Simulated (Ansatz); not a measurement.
# From PBE to G0W0: WS2 (Tungstenite)

Aim: the quasiparticle gap of WS2 (Tungstenite), starting from PBE.

Method: PBE, then G0W0 on it, plane waves, PAW, in Ansatz 0.2.0.

This is a report of a sequence of runs, with most program output left out.

The database entry behind the starting cell differs from later determinations by our own check (an axis about 1.4 % long against later determinations), so it need not match the best structure at ambient conditions.

In doubt: masses and optical values from hybrid runs of this build are listed as unsure (in some of the runs), which bears on the screening that GW takes from such a start.

**1. The starting structure**

Symmetry: P6_3/mmc, No. 194, hexagonal system. The conventional cell has a = 3.180 Å, b = 3.180 Å, c = 12.500 Å, α = 90.00°, β = 90.00°, γ = 120.00°. W has 6 S at 2.41 Å nearest. Nearest to S lie 3 W at 2.41 Å. Farther neighbours and most contacts between anions are not listed.

Coordinates:

```cif
data_structure
_symmetry_space_group_name_H-M 'P 1'
_symmetry_Int_Tables_number 1
_cell_length_a 3.1800
_cell_length_b 3.1800
_cell_length_c 12.5000
_cell_angle_alpha 90.000
_cell_angle_beta 90.000
_cell_angle_gamma 120.000
_cell_volume 109.47
loop_
_atom_site_label
_atom_site_type_symbol
_atom_site_fract_x
_atom_site_fract_y
_atom_site_fract_z
_atom_site_occupancy
W1 W 0.33333 0.66667 0.25000 1
W2 W 0.66667 0.33333 0.75000 1
S3 S 0.33333 0.66667 0.62500 1
S4 S 0.66667 0.33333 0.12500 1
S5 S 0.33333 0.66667 0.87500 1
S6 S 0.66667 0.33333 0.37500 1
```

The cell and positions come from the Crystallography Open Database and are kept as given unless a step says otherwise. Spin-orbit coupling is left out unless a step names it. The default PAW set here is soft_2. Its files were made with PBE.

**2. Bands along the symmetry lines**

Levels along a band path and on the mesh show where this functional puts the band edges.

This step: DFT, PBE, plane waves, PAW.

input.yaml reads:

```yaml
crystal:
  lattice:
    - [3.18, 0.0, 0.0]
    - [-1.59, 2.753960784, 0.0]
    - [0.0, 0.0, 12.5]
  atoms:
    - { symbol: W, position: [0.3333333333, 0.6666666667, 0.25] }
    - { symbol: W, position: [0.6666666667, 0.3333333333, 0.75] }
    - { symbol: S, position: [0.3333333333, 0.6666666667, 0.625] }
    - { symbol: S, position: [0.6666666667, 0.3333333333, 0.125] }
    - { symbol: S, position: [0.3333333333, 0.6666666667, 0.875] }
    - { symbol: S, position: [0.6666666667, 0.3333333333, 0.375] }
kpoints:
  mp_grid: { grid: [12, 12, 2] }
  band_path:
    path:
      - [[0.0, 0.0, 0.0], [0.5000000000023, -3.133194478323e-12, 0.0], [0.3333333333349, 0.3333333333286, 0.0], [0.0, 0.0, 0.0], [0.0, 0.0, 0.5], [0.5000000000023, -3.133194478323e-12, 0.5], [0.3333333333349, 0.3333333333286, 0.5], [0.0, 0.0, 0.5]]
      - [[0.5000000000023, -3.133194478323e-12, 0.5], [0.5000000000023, -3.133194478323e-12, 0.0]]
      - [[0.3333333333349, 0.3333333333286, 0.5], [0.3333333333349, 0.3333333333286, 0.0]]
    npoints: 10
hamiltonian:
  xc: pbe
scf:
  occupations: { method: fermi_dirac, width: 0.02 }
  n_extra_bands: 6
output:
  forces: true
  stress: true
  eigenvalues: true
  write_density: true
  write_potential: true
  elf: true
  volumetric_format: npy
```

Run with:

```sh
$ ansatz run input.yaml --threads 3 --pin off --max-ram 64512MiB --backend cuda --events-out ev --progress --plain --runs-dir out --devices 1 --max-vram 24GiB  # rebuilt from the run's record
```

The job ended after 4.4 s (1 × NVIDIA H100 80GB HBM3 (shared by 3 runs) with 3 threads of AMD EPYC 7R13 (Zen 3), shared host; peak memory 1 GiB).

Numbers from this step:

- pressure: 2.278 GPa
- filled bands: 26
- gap: 1.046 eV
- valence top at: Γ
- conduction bottom at: k = (0.167, 0.167, 0.000)
- least direct gap: 1.739 eV

Over mesh and path the gap is 1.046 eV, from k = Γ to k = (0.167, 0.167, 0.000). The least direct gap found is 1.739 eV, at k = (0.333, 0.333, 0.000).

The electronic bands at the labelled points (eV, zero at the top of the highest nominally filled band):

```csv
point,band 23,band 24,band 25,band 26,band 27,band 28,band 29,band 30
Γ,-2.27,-1.57,-1.09,0.00,2.25,2.25,2.25,2.25
halfway,-2.57,-1.87,-1.56,-1.44,1.39,1.83,2.01,2.27
M,-2.02,-1.85,-1.67,-1.51,2.20,2.24,2.56,2.77
halfway,-2.92,-2.60,-1.20,-0.99,1.85,1.93,2.78,2.83
K,-2.91,-2.91,-0.74,-0.57,1.17,1.17,2.19,3.26
halfway,-2.10,-1.83,-1.53,-1.49,1.05,1.79,2.03,2.16
Γ,-2.27,-1.57,-1.09,0.00,2.25,2.25,2.25,2.25
halfway,-2.27,-2.08,-0.70,-0.07,2.24,2.24,2.25,2.25
A,-2.29,-2.29,-0.30,-0.30,2.24,2.24,2.24,2.24
halfway,-2.30,-2.30,-1.47,-1.47,1.77,1.77,1.91,1.91
L,-1.94,-1.94,-1.58,-1.58,2.22,2.22,2.68,2.68
halfway,-2.81,-2.81,-1.09,-1.09,1.89,1.89,2.82,2.82
H,-3.03,-3.03,-0.66,-0.66,1.17,1.17,2.65,2.65
halfway,-2.01,-2.01,-1.51,-1.51,1.40,1.40,2.15,2.15
A,-2.29,-2.29,-0.30,-0.30,2.24,2.24,2.24,2.24
jump to L,-1.94,-1.94,-1.58,-1.58,2.22,2.22,2.68,2.68
halfway,-1.99,-1.88,-1.64,-1.52,2.20,2.23,2.60,2.75
M,-2.02,-1.85,-1.67,-1.51,2.20,2.24,2.56,2.77
jump to H,-3.03,-3.03,-0.66,-0.66,1.17,1.17,2.65,2.65
halfway,-2.96,-2.96,-0.71,-0.60,1.17,1.17,2.32,3.06
K,-2.91,-2.91,-0.74,-0.57,1.17,1.17,2.19,3.26
```

Valence density in the ac plane at fractional y = 0.333, with atoms of W and S within 0.2 Å of it. It is the smooth field of the valence electrons, not physical close to the nuclei.

Values in e/Å³, 24 rows by 16 columns, each cell a mean:
```
0.1 0.1 0.1 0.1 0.1 0.1 0.1 0.0 0.0 0.0 0.0 0.0 0.0 0.0 0.0 0.1
0.2 0.2 0.3 0.3 0.3 0.2 0.2 0.1 0.1 0.1 0.1 0.1 0.1 0.1 0.1 0.1
0.4 0.5 0.5 0.5 0.5 0.4 0.3 0.2 0.2 0.1 0.1 0.1 0.1 0.2 0.2 0.3
0.4 0.5 0.5 0.5 0.5 0.5 0.4 0.4 0.4 0.4 0.4 0.4 0.4 0.4 0.4 0.4
0.4 0.4 0.4 0.4 0.4 0.4 0.5 0.8 1.4 2.2 2.8 2.9 2.4 1.7 0.9 0.5
0.5 0.3 0.3 0.3 0.3 0.4 0.8 2.1 4.0 5.1 4.8 4.7 5.2 4.5 2.7 1.1
0.4 0.3 0.3 0.3 0.3 0.4 0.7 1.6 3.1 4.4 4.7 4.7 4.6 3.6 2.0 0.9
0.4 0.4 0.4 0.4 0.4 0.4 0.4 0.5 0.8 1.1 1.4 1.5 1.2 0.9 0.6 0.4
0.4 0.5 0.6 0.6 0.5 0.5 0.4 0.3 0.3 0.2 0.2 0.2 0.2 0.3 0.3 0.4
0.3 0.4 0.4 0.5 0.4 0.4 0.3 0.2 0.1 0.1 0.1 0.1 0.1 0.1 0.2 0.2
0.1 0.2 0.2 0.2 0.2 0.1 0.1 0.1 0.1 0.0 0.0 0.0 0.0 0.1 0.1 0.1
0.0 0.0 0.0 0.1 0.0 0.0 0.0 0.0 0.0 0.0 0.1 0.1 0.1 0.0 0.0 0.0
0.1 0.0 0.0 0.0 0.0 0.1 0.1 0.1 0.2 0.2 0.3 0.3 0.3 0.2 0.1 0.1
0.2 0.1 0.1 0.1 0.1 0.2 0.3 0.5 0.7 0.9 1.0 1.0 1.0 0.8 0.6 0.3
0.4 0.2 0.1 0.1 0.2 0.3 0.6 0.9 1.1 0.9 0.6 0.5 0.8 1.1 1.0 0.7
0.4 0.3 0.2 0.2 0.3 0.4 0.6 0.9 1.1 1.0 0.8 0.7 1.0 1.1 1.0 0.7
0.4 0.4 0.4 0.4 0.4 0.4 0.5 0.5 0.6 0.7 0.7 0.7 0.7 0.7 0.6 0.5
0.5 0.7 0.8 0.9 0.8 0.6 0.4 0.4 0.3 0.3 0.3 0.3 0.3 0.3 0.3 0.4
0.4 0.6 0.7 0.7 0.6 0.5 0.4 0.4 0.4 0.4 0.4 0.4 0.4 0.4 0.4 0.4
0.4 0.3 0.3 0.3 0.3 0.4 0.5 0.7 0.9 0.9 0.9 0.9 1.0 0.9 0.7 0.6
0.4 0.3 0.2 0.2 0.2 0.4 0.6 0.9 1.1 0.9 0.5 0.4 0.8 1.1 1.0 0.7
0.3 0.2 0.1 0.1 0.1 0.3 0.5 0.8 1.0 1.0 0.9 0.9 1.0 1.1 0.9 0.6
0.1 0.1 0.1 0.0 0.1 0.1 0.2 0.3 0.5 0.6 0.7 0.7 0.7 0.5 0.4 0.2
0.0 0.0 0.0 0.0 0.0 0.0 0.1 0.1 0.1 0.1 0.1 0.1 0.1 0.1 0.1 0.1
```
Columns run along a (3.2 Å), rows up along c (12.5 Å). Atoms in or near the plane, at fractional coordinates: W at (0.67, 0.75), S at (0.67, 0.12), S at (0.67, 0.38).

ELF in the ac plane at fractional y = 0.333, with atoms of W and S within 0.2 Å of it. It is the smooth field of the valence electrons, not physical close to the nuclei.

Ten even steps from '0' (0.02) to '9' (0.93), each cell a mean:
```
1233321000000000
6777764210000024
7788776432111246
6777775432222235
3455532245665432
2233213675224764
2234322466546753
4666653223444323
7777776532212246
7788776421001135
4667653100000012
0011100001111000
1000013578888753
6200147999999998
7411368874213788
6421368885324788
3111124667666765
2233322222222221
2222222334444432
4211246787667887
7421368873102688
7310268987556898
4100036899999987
0000001245665431
```
Columns run along a (3.2 Å), rows up along c (12.5 Å). Atoms in or near the plane, at fractional coordinates: W at (0.67, 0.75), S at (0.67, 0.12), S at (0.67, 0.38).

**3. One-shot GW**

G0W0 replaces the xc potential by a self-energy built once from the orbitals of the start. Levels are corrected in the window of bands that the input names, at points of the mesh.

This step: G0W0 on PBE, plane waves, PAW.

input.yaml, the sections that differ from step 2:

```yaml
kpoints:
  mp_grid: { grid: [6, 6, 2] }
scf:
  occupations: { method: fixed }
gw:
  n_empty_bands: 703
  ecut_chi: 200.0
  qp_bands: [v2, c2]
  qp_kpoints: band_edges
  screening: { model: contour_deformation }
# crystal, hamiltonian: as in step 2
# output: removed
```

Run time: 40 s. Hardware: 1 × NVIDIA H100 80GB HBM3 (shared by 3 runs) with 3 threads; peak memory 2.6 GiB; 68 s of CPU time.

Numbers from this step:

| Property | Result |
| --- | --- |
| bands summed | 729 |
| RPA ε∞ on this mesh (eigenvalues) | 5.405, 13.95, 13.95 |
| plane waves in the screening matrix | 713 |
| q-points in the mesh | 72 |
| G0W0 gap over the corrected points | 1.460 eV |
| k of the valence top | 0, 0, 0 |
| k of the conduction bottom | 0.1667, 0.1667, 0 |
| starting gap on the mesh | 1.047 eV |
| Z at the valence top | 0.7514 |
| Z at the conduction bottom | 0.7630 |
| least direct G0W0 gap over the corrected points | 2.212 eV |

Over 10 of 14 irreducible mesh points the G0W0 gap is 1.460 eV, from k = Γ to k = (0.167, 0.167, 0.000). The PBE gap of this run on the mesh is 1.047 eV. The two states that bound the G0W0 gap lie that far apart at the start, so the correction of the gap is 1.460 − 1.047 = +0.413 eV. The start of this run differs from the step before in mesh (12×12×2 and 6×6×2).

Labels follow the order of the start: v1 is the top filled band, c1 the lowest empty one; levels that stay degenerate share a row, the window can cut a multiplet, doubted levels are not marked in this list, bands outside the window were not corrected, and the list may be a part of the corrected levels. The levels before and after the correction (eV, zero at the valence-band top of each column):

```csv
,conduction bottom,valence top
Kohn-Sham,1.05,0.00
G0W0,1.46,0.00
```

```csv
,level,occupation,energy (eV)
Kohn-Sham,Γ v2,2,-1.092
Kohn-Sham,Γ v1,2,0.000
Kohn-Sham,Γ c1-c2,0,2.246
Kohn-Sham,(0.167 0.167 0) v2,2,-1.526
Kohn-Sham,(0.167 0.167 0) v1,2,-1.490
Kohn-Sham,(0.167 0.167 0) c1,0,1.047
Kohn-Sham,(0.167 0.167 0) c2,0,1.789
G0W0,Γ v2,2,-1.139
G0W0,Γ v1,2,0.000
G0W0,Γ c1-c2,0,2.801
G0W0,(0.167 0.167 0) v2,2,-1.561
G0W0,(0.167 0.167 0) v1,2,-1.516
G0W0,(0.167 0.167 0) c1,0,1.460
G0W0,(0.167 0.167 0) c2,0,2.281
```

The parts of the quasiparticle energy for the two states that bound the G0W0 gap, in eV on the run's own scale (QP = start + Σx + Σc − Vxc, with Σc at the quasiparticle energy):

```csv
edge,k,band,start,Σx,Σc,Vxc,Z,QP
valence top,Γ,26,11.265,−19.439,0.307,−18.764,0.751,10.898
conduction bottom,"(0.167, 0.167, 0.000)",27,12.312,−12.925,−3.919,−16.889,0.763,12.358
```

**4. Spin-orbit coupling**

This run has two-component orbitals with spin-orbit coupling.

This step: DFT, PBE with spin-orbit coupling, plane waves, PAW.

input.yaml, the sections that differ from step 3:

```yaml
kpoints:
  mp_grid: { grid: [12, 12, 2] }
  band_path:
    path:
      - [0.0, 0.0, 0.0]
      - [0.5, 0.0, 0.0]
      - [0.3333333333, 0.3333333333, 0.0]
      - [0.0, 0.0, 0.5]
      - [0.5, 0.0, 0.5]
      - [0.3333333333, 0.3333333333, 0.5]
      - [0.1666666667, 0.1666666667, 0.0]
    npoints: 1
scf:
  occupations: { method: fermi_dirac, width: 0.02 }
  n_extra_bands: 12
magnetization:
  noncollinear: true
  spin_orbit: true
output:
  forces: true
  stress: true
  eigenvalues: true
# crystal, hamiltonian: as in step 3
# gw: removed
```

It took 5.5 s on 1 × NVIDIA H100 80GB HBM3 (shared by 3 runs) with 3 threads; peak memory 1 GiB.

This step gave:

```
pressure             : 2.219 GPa
gap                  : 0.9964 eV
valence top at       : Γ
conduction bottom at : k = (0.167, 0.167, 0.000)
least direct gap     : 1.545 eV
```

Over mesh and listed points the gap is 0.996 eV, from k = Γ to k = (0.167, 0.167, 0.000). The least direct gap found is 1.545 eV, at k = (0.333, 0.333, 0.000). PBE+SOC against PBE: 0.996 − 1.046 = −0.050 eV, with the same mesh, set of files (read in its fully relativistic form for the spin-orbit run) and cutoff, and both edges at the same k points. The spin-orbit run sees mesh and listed points alone, so its gap is an upper bound: the coupling can move an edge off these points, and the change over the zone, its sign included where it is small, is not known.

**5. Side by side**

Each gap is the least one over the points named; times are wall times on shared hosts, not benchmarks. A G0W0 time includes the run's own self-consistent start. Runs with listed points see these and the mesh alone, so an edge that moves elsewhere is missed. Rows marked * are further runs, not shown as steps, whose inputs differ from the G0W0 step on the same start in the columns given; solver thresholds can differ too.

```csv
level,mesh,"files, cutoff","bands summed, screening",points,gap (eV),valence top,conduction bottom,least direct gap (eV),time
PBE,12×12×2,"soft_2 PAW, 420 eV",-,mesh and path,1.046,Γ,"(0.167, 0.167, 0.000)",1.739,4.4 s
PBE+SOC,12×12×2,"soft_2 PAW, 420 eV",-,mesh and listed points,0.996,Γ,"(0.167, 0.167, 0.000)",1.545,5.5 s
G0W0@PBE*,6×6×2,"soft_2 PAW, 420 eV","274, 100 eV",10 of 14 irreducible mesh points,1.408,Γ,"(0.167, 0.167, 0.000)",2.214,10 s
G0W0@PBE,6×6×2,"soft_2 PAW, 420 eV","729, 200 eV",10 of 14 irreducible mesh points,1.460,Γ,"(0.167, 0.167, 0.000)",2.212,40 s
G0W0@PBE*,6×6×2,"soft_2 PAW, 420 eV","729, 200 eV, plasmon pole",10 of 14 irreducible mesh points,1.467,Γ,"(0.167, 0.167, 0.000)",2.270,42 s
```

**6. Results**

| Property | Result |
| --- | --- |
| PBE gap over mesh and path | 1.046 eV, from k = Γ to k = (0.167, 0.167, 0.000) |
| G0W0@PBE gap over 10 of 14 irreducible mesh points | 1.460 eV, from k = Γ to k = (0.167, 0.167, 0.000) |
| PBE+SOC gap over mesh and listed points | 0.996 eV |
| GW settings | 6×6×2 mesh, 703 empty bands, screening to 200 eV |
| known limits | finite bands, screening cutoff and k mesh; no spin-orbit coupling in G0W0 |

What this shows: Over 10 of 14 irreducible mesh points the G0W0 gap is 1.460 eV, from k = Γ to k = (0.167, 0.167, 0.000). The PBE gap of this run on the mesh is 1.047 eV. The two states that bound the G0W0 gap lie that far apart at the start, so the correction of the gap is 1.460 − 1.047 = +0.413 eV. The valence state moves by 10.898 − 11.265 = −0.367 eV and the conduction state by 12.358 − 12.312 = +0.046 eV, on the run's own scale; with 274 bands the edge states move by −0.067 and +0.294 eV, so the split between the edges depends on the bands and cutoff. Both edges that PBE shows over mesh and path lie at k points where levels were corrected. Levels at other points were not corrected, so a lower G0W0 gap elsewhere in the zone is not ruled out. From 274 bands and 100 eV to 729 bands and 200 eV the gap moves by 1.460 − 1.408 = +0.052 eV; bands and screening cutoff rise together, so their parts are not told apart. Two runs can't test a law of convergence, so the limit is not known. With the plasmon pole model in place of the contour deformation model and all else as in the G0W0@PBE row with 729 bands, the gap differs by 1.467 − 1.460 = +0.007 eV. G0W0 on other starts in this series, not shown as steps and not all at these settings: 1.530 eV on r2SCAN (6×6×2, soft_2 PAW, 729 bands, 200 eV) and 1.669 eV on HSE06 (6×6×2, soft_2 PAW, 729 bands, 200 eV). PBE+SOC against PBE: 0.996 − 1.046 = −0.050 eV, with the same mesh, set of files (read in its fully relativistic form for the spin-orbit run) and cutoff, and both edges at the same k points. The spin-orbit run sees mesh and listed points alone, so its gap is an upper bound: the coupling can move an edge off these points, and the change over the zone, its sign included where it is small, is not known. What spin-orbit coupling does to the G0W0 levels was not computed, so no sum with the G0W0 gap is formed. The G0W0 runs are scalar-relativistic. No pair of G0W0 runs that differ in the mesh alone is shown (6×6×2 is a supercell whose nearest images lie 19 Å apart), so the error from the mesh is not known here. G0W0 is shown with one set of atomic data (soft_2 PAW), so the error from the files is not known here.

[Paths, hosts, dates, memory and timing lines, banners, echoed tables and standing remarks are left out of the program output.]

[Logs are printed without paths, hosts, clocks, repeated set-up lines and the standing remarks that a program may print on its own settings, such as how far it seeks lower states.]

[Runs of the session that timed out or met a known fault of the program may be left out.]

[Cells called generated may have been cut or substituted from an entry of the Crystallography Open Database or the Materials Project.]

[Hosts, paths, dates, database ids (printed as entryN), source tags and the programs' standing remarks are cut or masked in the printed files.]

[Where an RPA ε∞ is given, it is that of the G0W0 mesh and is not shown converged in it. Names of k-points follow the symmetry that the program found, which can be lower than the space group named. Band edges on a path are those of the sampled points; other points can move an edge, and change direct to indirect where valleys lie close.]

[Hybrid gaps are those of their k-mesh and are not shown converged in it.]
